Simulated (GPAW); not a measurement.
## TiGe2As4 monolayer in an electric field

Aim: the dipole that a field along the normal induces in TiGe2As4 monolayer.

Main program and level: GPAW 26.7.0; GPAW, PAW setups; layer in a repeated cell with vacuum, relaxation of atoms and in-plane cell, in the first sound run; inputs show where later runs differ.

This is a report of a sequence of runs, with most program output left out.

## (1) Set-up

The cell holds 7 atoms: 4 As, 2 Ge and 1 Ti. Cell: a = 3.730 Å, b = 3.730 Å, c = 25.315 Å, α = 90.0°, β = 90.0°, γ = 120.0°. Vacuum lies along c.

## (2) Relaxation

The atoms are relaxed first, since the surface dipole, and with it the work function, follows the positions of the outer layers.

Contents of run.py:

```python
import json
import numpy as np
from ase import Atoms
from ase.filters import FrechetCellFilter
from ase.optimize import BFGS
from gpaw import GPAW, PW

slab = Atoms(
    ['As', 'Ge', 'As', 'Ti', 'As', 'Ge', 'As'],
    positions=[
        [0.00000, 0.00000, 8.00000],
        [-0.00000, 2.15352, 8.86300],
        [-0.00000, 2.15352, 11.18300],
        [0.00000, 0.00000, 12.65761],
        [-0.00000, 2.15352, 14.13221],
        [-0.00000, 2.15352, 16.45221],
        [0.00000, 0.00000, 17.31521]],
    cell=[[3.73, 0.0, 0.0], [-1.865, 3.23027, 0.0], [0.0, 0.0, 25.3152]],
    pbc=[True, True, True])

slab.calc = GPAW(mode=PW(600), xc='PBE', kpts={'size': (9, 9, 1), 'gamma': True},
                 occupations={'name': 'fermi-dirac', 'width': 0.05}, nbands='200%',
                 convergence={'density': 1e-05}, maxiter=200,
                 symmetry={'tolerance': 1e-3}, txt='slab.txt')
result = {}
# The in-plane cell is free; stress needs a cell that repeats along all three vectors
path = []
opt = BFGS(FrechetCellFilter(slab, mask=[1, 1, 0, 0, 0, 1]), maxstep=0.2)
opt.attach(lambda: path.append((slab.get_potential_energy(), slab.positions.tolist(), slab.get_forces().tolist())))
result['relaxed'] = bool(opt.run(fmax=0.02, steps=45))
result['path'] = path
result['cell'] = slab.cell.tolist()
print('in-plane lattice', slab.cell.cellpar().round(4)[[0, 1, 5]])
energy = slab.get_potential_energy()
fermi = slab.calc.get_fermi_level()
v = slab.calc.get_electrostatic_potential().mean((0, 1)) - fermi
n = slab.calc.get_pseudo_density().mean((0, 1))
L = slab.cell[2, 2]
z = np.arange(len(v)) * L / len(v)
low, high = slab.positions[:, 2].min(), slab.positions[:, 2].max()
below, above = np.interp([low - 5.8, high + 5.8], z, v)
slopes = [np.interp(x, z, np.gradient(v, z)) for x in (low - 5.8, high + 5.8)]
eps = np.array([[slab.calc.get_eigenvalues(k, s) for k in range(len(slab.calc.get_ibz_k_points()))]
                for s in range(slab.calc.get_number_of_spins())]) - fermi
top, bottom = eps[eps < 0].max(), eps[eps > 0].min()
dipole = slab.get_dipole_moment()[2]
print(f'energy {energy:.4f} eV, Fermi level {fermi:.4f} eV, dipole {dipole:.5f} e A')
print(f'potential 5.8 A off the faces, from the Fermi level: lower {below:.4f} eV, upper {above:.4f} eV')
print(f'slope of the potential there: lower {slopes[0]:.5f}, upper {slopes[1]:.5f} eV/A')
print(f'nearest levels on the mesh: {top:.4f} and {bottom:.4f} eV')
print('magnetic moment', round(slab.get_magnetic_moment(), 3))
result.update(energy=energy, fermi=fermi, dipole=dipole, below=below, above=above, slopes=slopes, edges=[top, bottom],
              z=z.tolist(), v=v.tolist(), n=n.tolist(), positions=slab.positions.tolist(),
              forces=slab.get_forces(apply_constraint=False).tolist(), moments=slab.get_magnetic_moments().tolist())
json.dump(result, open('result.json', 'w'))
```

Run with:

```
$ OMP_NUM_THREADS=1 OPENBLAS_NUM_THREADS=1 python run.py
```

Elapsed: 32 min, on 1 thread of Arm Neoverse V1, shared host; peak memory 0.58 GiB.

This step gave:

* dipole along the normal: 0.001722 e·Å
* levels nearest the Fermi level on the mesh: -0.1587, 0.008722 eV from the Fermi level

The electrostatic potential energy of an electron (without an applied field's), less the Fermi level, planar mean by z:

| z (Å) | electrostatic potential energy of an electron (without an applied field's), less the Fermi level, planar mean (eV) |
| --- | --- |
| 0.0 | 5.07 |
| 0.5 | 5.07 |
| 1.0 | 5.07 |
| 1.5 | 5.07 |
| 2.0 | 5.07 |
| 2.5 | 5.07 |
| 3.0 | 5.07 |
| 3.5 | 5.07 |
| 4.0 | 5.06 |
| 4.5 | 5.06 |
| 5.0 | 5.04 |
| 5.5 | 4.95 |
| 6.0 | 4.61 |
| 6.5 | 3.24 |
| 7.0 | -1.84 |
| 7.5 | -11.9 |
| 8.0 | -9.66 |
| 8.5 | -10.8 |
| 9.0 | -9.14 |
| 9.5 | -0.211 |
| 10.0 | 2.54 |
| 10.5 | -0.0446 |
| 11.0 | -9.03 |
| 11.5 | -8.84 |
| 12.0 | -4.68 |
| 12.5 | -10.5 |
| 13.0 | -8.03 |
| 13.5 | -4.90 |
| 14.0 | -11.1 |
| 14.5 | -5.27 |
| 15.0 | 1.62 |
| 15.5 | 2.12 |
| 16.0 | -2.79 |
| 16.5 | -12.0 |
| 17.0 | -8.98 |
| 17.5 | -11.9 |
| 18.0 | -8.46 |
| 18.5 | 0.765 |
| 19.0 | 3.97 |
| 19.5 | 4.79 |
| 20.0 | 5.00 |
| 20.5 | 5.05 |
| 21.0 | 5.06 |
| 21.5 | 5.06 |
| 22.0 | 5.07 |
| 22.5 | 5.07 |
| 23.0 | 5.07 |
| 23.5 | 5.07 |
| 24.0 | 5.07 |
| 24.5 | 5.07 |
| 25.0 | 5.07 |

The pseudo valence density, planar mean oscillates, so the rows of the table below give means over windows of 1 Å about each position, cut where the curve ends. Its maxima inside the range that stand out by 2 % of the span (Å: e/Å³): 7.2: 0.238, 8.3: 0.396, 9.1: 0.206, 10.7: 0.229, 12.7: 0.999, 14.6: 0.229, 16.2: 0.207, 17.1: 0.396, 18.1: 0.238. Its minima: 7.6: 0.164, 8.8: 0.0585, 9.8: 0.109, 11.3: 0.163, 14.1: 0.163, 15.5: 0.109, 16.5: 0.0585, 17.8: 0.164.

The pseudo valence density, planar mean by z; means over each step:

| z (Å) | pseudo valence density, planar mean (e/Å³) |
| --- | --- |
| 3 | 6.6e-6 |
| 4 | 1.1e-4 |
| 5 | 0.00170 |
| 6 | 0.0264 |
| 7 | 0.176 |
| 8 | 0.299 |
| 9 | 0.157 |
| 10 | 0.130 |
| 11 | 0.204 |
| 12 | 0.465 |
| 13 | 0.666 |
| 14 | 0.234 |
| 15 | 0.155 |
| 16 | 0.152 |
| 17 | 0.279 |
| 18 | 0.205 |
| 19 | 0.0599 |
| 20 | 0.00403 |
| 21 | 2.5e-4 |
| 22 | 1.6e-5 |

The relaxation lowered the energy of the cell by 1.21 eV (energies extrapolated to zero smearing; the optimiser's log prints free energies). The largest force left on a free atom is 0.015 eV/Å.

## (3) The slab's potential

The work function is the vacuum plateau of the electrostatic potential less the Fermi level; a dipole layer lets the two faces have plateaus of their own.

This step: GPAW, PAW setups; slab in vacuum (GPAW 26.7.0).

The cell differs from the one that the last finished run ended in (c 25.315 → 26.107 Å).

Changes to run.py since step 2:

```diff
@@ -3,4 +3,2 @@
 from ase import Atoms
-from ase.filters import FrechetCellFilter
-from ase.optimize import BFGS
 from gpaw import GPAW, PW
@@ -11,24 +9,17 @@
         [0.00000, 0.00000, 8.00000],
-        [-0.00000, 2.15352, 8.86300],
-        [-0.00000, 2.15352, 11.18300],
-        [0.00000, 0.00000, 12.65761],
-        [-0.00000, 2.15352, 14.13221],
-        [-0.00000, 2.15352, 16.45221],
-        [0.00000, 0.00000, 17.31521]],
-    cell=[[3.73, 0.0, 0.0], [-1.865, 3.23027, 0.0], [0.0, 0.0, 25.3152]],
-    pbc=[True, True, True])
+        [0.00000, 2.18820, 9.15078],
+        [0.00000, 2.18820, 11.61384],
+        [0.00000, 0.00000, 13.05336],
+        [0.00000, 2.18820, 14.49287],
+        [0.00000, 2.18820, 16.95593],
+        [-0.00000, -0.00000, 18.10671]],
+    cell=[[3.79006, -0.0, 0.0], [-1.89503, 3.28228, 0.0], [0.0, 0.0, 26.1067]],
+    pbc=[True, True, False])
 
-slab.calc = GPAW(mode=PW(600), xc='PBE', kpts={'size': (9, 9, 1), 'gamma': True},
+slab.calc = GPAW(mode=PW(400), xc='PBE', kpts={'size': (9, 9, 1), 'gamma': True},
                  occupations={'name': 'fermi-dirac', 'width': 0.05}, nbands='200%',
                  convergence={'density': 1e-05}, maxiter=200,
+                 poissonsolver={'dipolelayer': 'xy'},
                  symmetry={'tolerance': 1e-3}, txt='slab.txt')
 result = {}
-# The in-plane cell is free; stress needs a cell that repeats along all three vectors
-path = []
-opt = BFGS(FrechetCellFilter(slab, mask=[1, 1, 0, 0, 0, 1]), maxstep=0.2)
-opt.attach(lambda: path.append((slab.get_potential_energy(), slab.positions.tolist(), slab.get_forces().tolist())))
-result['relaxed'] = bool(opt.run(fmax=0.02, steps=45))
-result['path'] = path
-result['cell'] = slab.cell.tolist()
-print('in-plane lattice', slab.cell.cellpar().round(4)[[0, 1, 5]])
 energy = slab.get_potential_energy()
```

The job ended after 93 s (1 thread; peak memory 0.26 GiB).

Numbers from this step:

| Item | Value |
| --- | --- |
| dipole along the normal | 0.001771 e·Å |
| levels nearest the Fermi level on the mesh | -0.1589, 0.008421 eV from the Fermi level |
| upper work function | 5.064 eV |
| lower work function | 5.067 eV |

The electrostatic potential energy of an electron (without an applied field's), less the Fermi level, planar mean oscillates, so the rows of the table below give means over windows of 1.88 Å about each position, cut where the curve ends. Its maxima inside the range that stand out by 2 % of the span (Å: eV): 8.6: -8.54, 10.4: 2.55, 12.3: -4.49, 13.8: -4.49, 15.7: 2.55, 17.5: -8.54. Its minima: 8.0: -12.9, 9.1: -12.4, 11.6: -11.4, 13.1: -11.5, 14.5: -11.4, 17.0: -12.4, 18.1: -12.9.

Electrostatic potential energy of an electron (without an applied field's), less the Fermi level, planar mean against z; means over each step:

z (Å), electrostatic potential energy of an electron (without an applied field's), less the Fermi level, planar mean (eV) and a bar from the least value:
```
     0.94        5.1 ##############################
     2.82        5.1 ##############################
     4.70        5.1 ##############################
     6.58        3.2 ##########################
     8.46      -10.3 
    10.34       -0.8 ##################
    12.22       -8.3 ####
    14.10       -7.6 #####
    15.98       -1.6 #################
    17.86       -9.4 ##
    19.74        4.0 ############################
    21.62        5.1 ##############################
    23.50        5.1 ##############################
    25.38        5.1 ##############################
```

The pseudo valence density, planar mean oscillates, so the rows of the table below give means over windows of 1.04 Å about each position, cut where the curve ends. Its maxima inside the range that stand out by 2 % of the span (Å: e/Å³): 7.5: 0.236, 8.6: 0.403, 9.6: 0.213, 11.3: 0.225, 13.2: 0.956, 14.8: 0.225, 16.5: 0.213, 17.5: 0.403, 18.6: 0.236. Its minima: 7.9: 0.164, 9.2: 0.0586, 10.2: 0.109, 11.5: 0.169, 14.6: 0.169, 15.9: 0.109, 16.9: 0.0586, 18.2: 0.164.

The pseudo valence density, planar mean by z; means over each step:

z (Å), pseudo valence density, planar mean (e/Å³) and a bar:
```
     3.64      0.000 
     4.68      0.000 
     5.72      0.004 
     6.76      0.068 ###
     7.80      0.217 #########
     8.84      0.253 ##########
     9.88      0.151 ######
    10.92      0.174 #######
    11.96      0.278 ###########
    13.00      0.748 ##############################
    14.04      0.311 ############
    15.08      0.181 #######
    16.12      0.147 ######
    17.16      0.233 #########
    18.20      0.232 #########
    19.24      0.087 ###
    20.28      0.006 
    21.32      0.000 
    22.36      0.000
```

The potential is flat to 1.8e-4 eV/Å where it is read, so the vacuum is wide enough.

## (4) In a field

A uniform field along the normal polarises the slab; the atoms stay fixed, so this is the electronic response alone.

Changes to run.py since step 3:

```diff
@@ -4,2 +4,3 @@
 from gpaw import GPAW, PW
+from gpaw.external import ConstantElectricField
 
@@ -22,2 +23,3 @@
                  poissonsolver={'dipolelayer': 'xy'},
+                 external=ConstantElectricField(-0.2, [0, 0, 1]),
                  symmetry={'tolerance': 1e-3}, txt='slab.txt')
```

Run time: 5 min. Hardware: 1 thread; peak memory 0.47 GiB.

This step gave:

```yaml
dipole_along_the_normal: -0.1697 e·Å
levels_nearest_the_fermi_level_on_the_mesh: -0.1588, 0.008792 eV from the Fermi level
potential_below_the_slab_the_applied_field_s_own_ramp_left_out: 3.834 eV from the Fermi level
potential_above_the_slab_the_applied_field_s_own_ramp_left_out: 6.304 eV from the Fermi level
```

Table of electrostatic potential energy of an electron (without an applied field's), less the Fermi level, planar mean by z:

| z (Å) | electrostatic potential energy of an electron (without an applied field's), less the Fermi level, planar mean (eV) |
| --- | --- |
| 0.0 | 5.07 |
| 0.5 | 3.83 |
| 1.0 | 3.83 |
| 1.5 | 3.83 |
| 2.0 | 3.83 |
| 2.5 | 3.84 |
| 3.0 | 3.83 |
| 3.5 | 3.83 |
| 4.0 | 3.83 |
| 4.5 | 3.83 |
| 5.0 | 3.83 |
| 5.5 | 3.80 |
| 6.0 | 3.70 |
| 6.5 | 3.26 |
| 7.0 | 1.49 |
| 7.5 | -4.87 |
| 8.0 | -13.7 |
| 8.5 | -9.74 |
| 9.0 | -12.7 |
| 9.5 | -7.63 |
| 10.0 | 0.207 |
| 10.5 | 1.96 |
| 11.0 | -1.86 |
| 11.5 | -10.9 |
| 12.0 | -7.43 |
| 12.5 | -5.48 |
| 13.0 | -11.3 |
| 13.5 | -6.48 |
| 14.0 | -5.61 |
| 14.5 | -11.1 |
| 15.0 | -2.86 |
| 15.5 | 2.63 |
| 16.0 | 2.16 |
| 16.5 | -4.05 |
| 17.0 | -11.6 |
| 17.5 | -7.74 |
| 18.0 | -11.7 |
| 18.5 | -5.05 |
| 19.0 | 2.96 |
| 19.5 | 5.43 |
| 20.0 | 6.08 |
| 20.5 | 6.24 |
| 21.0 | 6.29 |
| 21.5 | 6.30 |
| 22.0 | 6.30 |
| 22.5 | 6.30 |
| 23.0 | 6.30 |
| 23.5 | 6.30 |
| 24.0 | 6.30 |
| 24.5 | 6.30 |
| 25.0 | 6.30 |
| 25.5 | 6.30 |
| 26.0 | 5.46 |

The dipole is now -0.170 e Å, against 0.0018 in the run without a field.

## (5) In a field

Changes to run.py since step 4:

```diff
@@ -23,3 +23,3 @@
                  poissonsolver={'dipolelayer': 'xy'},
-                 external=ConstantElectricField(-0.2, [0, 0, 1]),
+                 external=ConstantElectricField(-0.1, [0, 0, 1]),
                  symmetry={'tolerance': 1e-3}, txt='slab.txt')
```

The job ended after 6.2 min (1 thread; peak memory 0.47 GiB).

Numbers from this step:

| Quantity | Value |
| --- | --- |
| dipole along the normal | -0.08482 e·Å |
| levels nearest the Fermi level on the mesh | -0.1589, 0.008556 eV from the Fermi level |
| potential below the slab, the applied field's own ramp left out | 4.449 eV from the Fermi level |
| potential above the slab, the applied field's own ramp left out | 5.684 eV from the Fermi level |

Electrostatic potential energy of an electron (without an applied field's), less the Fermi level, planar mean against z:

z (Å), electrostatic potential energy of an electron (without an applied field's), less the Fermi level, planar mean (eV) and a bar from the least value:
```
      0.0        5.1 #############################
      0.5        4.4 ############################
      1.0        4.4 ############################
      1.5        4.4 ############################
      2.0        4.4 ############################
      2.5        4.4 ############################
      3.0        4.4 ############################
      3.5        4.4 ############################
      4.0        4.4 ############################
      4.5        4.4 ############################
      5.0        4.4 ############################
      5.5        4.4 ############################
      6.0        4.3 ############################
      6.5        3.9 ###########################
      7.0        2.1 ########################
      7.5       -4.3 ##############
      8.0      -13.2 
      8.5       -9.3 ######
      9.0      -12.3 #
      9.5       -7.3 #########
     10.0        0.5 ######################
     10.5        2.2 ########################
     11.0       -1.7 ##################
     11.5      -10.8 ####
     12.0       -7.3 #########
     12.5       -5.4 ############
     13.0      -11.3 ###
     13.5       -6.5 ###########
     14.0       -5.7 ############
     14.5      -11.2 ###
     15.0       -3.1 ################
     15.5        2.4 #########################
     16.0        1.9 ########################
     16.5       -4.4 ##############
     17.0      -12.0 ##
     17.5       -8.2 ########
     18.0      -12.2 ##
     18.5       -5.6 ############
     19.0        2.4 #########################
     19.5        4.8 #############################
     20.0        5.5 ##############################
     20.5        5.6 ##############################
     21.0        5.7 ##############################
     21.5        5.7 ##############################
     22.0        5.7 ##############################
     22.5        5.7 ##############################
     23.0        5.7 ##############################
     23.5        5.7 ##############################
     24.0        5.7 ##############################
     24.5        5.7 ##############################
     25.0        5.7 ##############################
     25.5        5.7 ##############################
     26.0        5.3 #############################
```

The dipole is now -0.0848 e Å, against 0.0018 in the run without a field.

## (6) Field on

Changes to run.py since step 5:

```diff
@@ -23,3 +23,3 @@
                  poissonsolver={'dipolelayer': 'xy'},
-                 external=ConstantElectricField(-0.1, [0, 0, 1]),
+                 external=ConstantElectricField(-0.05, [0, 0, 1]),
                  symmetry={'tolerance': 1e-3}, txt='slab.txt')
```

The job ended after 6.2 min (1 thread; peak memory 0.47 GiB).

## (7) In a field

Changes to run.py since step 6:

```diff
@@ -23,3 +23,3 @@
                  poissonsolver={'dipolelayer': 'xy'},
-                 external=ConstantElectricField(-0.05, [0, 0, 1]),
+                 external=ConstantElectricField(0.05, [0, 0, 1]),
                  symmetry={'tolerance': 1e-3}, txt='slab.txt')
```

Run time: 6.2 min. Hardware: 1 thread; peak memory 0.47 GiB.

The electrostatic potential energy of an electron (without an applied field's), less the Fermi level, planar mean oscillates, so the rows of the table below give means over windows of 1.88 Å about each position, cut where the curve ends. Its maxima inside the range that stand out by 2 % of the span (Å: eV): 8.6: -8.32, 10.4: 2.68, 12.3: -4.46, 13.8: -4.53, 15.7: 2.42, 17.5: -8.76. Its minima: 8.0: -12.7, 9.1: -12.2, 11.6: -11.3, 13.1: -11.5, 14.5: -11.4, 17.0: -12.6, 18.1: -13.2.

Electrostatic potential energy of an electron (without an applied field's), less the Fermi level, planar mean against z; means over each step:

z (Å), electrostatic potential energy of an electron (without an applied field's), less the Fermi level, planar mean (eV) and a bar from the least value:
```
     0.94        5.3 ##############################
     2.82        5.4 ##############################
     4.70        5.4 ##############################
     6.58        3.5 ##########################
     8.46      -10.1 
    10.34       -0.7 ##################
    12.22       -8.3 ####
    14.10       -7.6 #####
    15.98       -1.7 ################
    17.86       -9.6 #
    19.74        3.7 ###########################
    21.62        4.8 #############################
    23.50        4.8 #############################
    25.38        4.8 #############################
```

[end of part 1 of 2]

[Logs are printed without paths, hosts, clocks, repeated set-up lines and the standing remarks that a program may print on its own settings, such as how far it seeks lower states.]

[Hosts, paths, dates, database ids (printed as entryN), source tags and the programs' standing remarks are cut or masked in the printed files.]
